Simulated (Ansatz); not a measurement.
## AlP(110)/C(110) interface (114 atoms): a reference run and its variants

The cell holds 114 atoms: 12 Al, 12 P and 90 C. Its edges and angles: a = 10.813 Å, b = 7.646 Å, c = 22.677 Å, α = 90.0°, β = 90.0°, γ = 90.0°. It derives from AlP and C. Zinc-blende AlP(110), 3 repeat layers, 4 surface cells, strained -1.03 and -1.03 %; diamond-structure C(110), 5 layers, 9 cells, +1.05 and +1.05 %; outer planes 1.78 Å apart, 12 Å of vacuum above; not relaxed, displaced by a Gaussian of 0.02 Å. Regions: AlP, 24 atoms (12 Al and 12 P); C, 90 atoms (90 C). Vacuum lies along c.

Geometry: as built.

Reference run: Kohn-Sham DFT, PBE, PAW (set soft_2), plane waves (Ansatz 0.2.0), cutoff 420 eV, k-mesh 3×5×1, gaussian smearing of 0.025 eV.

```
r.m.s. force component                           : 1.56 eV/Å
spacing of highest filled and lowest empty level : 0.012 eV
SCF cycles                                       : 15
time                                             : 13 min on 4 threads of Arm Neoverse V1, shared host
```

**Question.** The cell is repeated and solved at Γ. How do error, time and memory go?
- plane waves, 114 atoms (1×1×1)
- support functions, 114 atoms (1×1×1)
- plane waves, 228 atoms (1×2×1)
- support functions, 228 atoms (1×2×1)

Differences are against the typed cell on a 3×5×1 mesh, which samples like Γ on 1710 atoms (r.m.s. force component 1.56 eV/Å). Every repeated cell is solved at Γ, and forces are averaged over the copies of each atom. Hardware: 4 threads of Arm Neoverse V1, shared host.

| atoms | repeats | basis | Δ force, r.m.s. (meV/Å) | Δ energy (meV/atom) | less plane waves of the same size (meV/atom) | spread among copies (meV/Å) | SCF cycles | time | host memory (GiB) |
| --- | --- | --- | --- | --- | --- | --- | --- | --- | --- |
| 114 | 1×1×1 | plane waves | 189 | 32.4 | - | - | 14 | 24 s | 2.1 |
| 114 | 1×1×1 | support functions | 189 | 29.2 | -3.3 | - | 26 | 2.9 min | 3.2 |
| 228 | 1×2×1 | plane waves | 87.6 | 2.88 | - | 0 | 13 | 1.7 min | 5.6 |
| 228 | 1×2×1 | support functions | 87.5 | -0.359 | -3.2 | 0.027 | 29 | 7.1 min | 5.7 |

Repeating the cell at Γ samples more k-points: in plane waves the energy difference from the dense mesh goes from 32.4 meV/atom at 114 atoms to 2.88 at 228, and the force difference from 189 to 88 meV/Å. At equal size the support functions lie 3.2 to 3.3 meV/atom below plane waves, likely because their grid holds more waves than 420 eV; no run tests this. At the largest size the support functions' forces differ from the reference by 5.6 % of the r.m.s. force, which holds the difference of sampling between the two as well as that of the basis.

[Logs are printed without paths, hosts, clocks, repeated set-up lines and the standing remarks that a program may print on its own settings, such as how far it seeks lower states.]

[Hosts, paths, dates, database ids (printed as entryN), source tags and the programs' standing remarks are cut or masked in the printed files.]
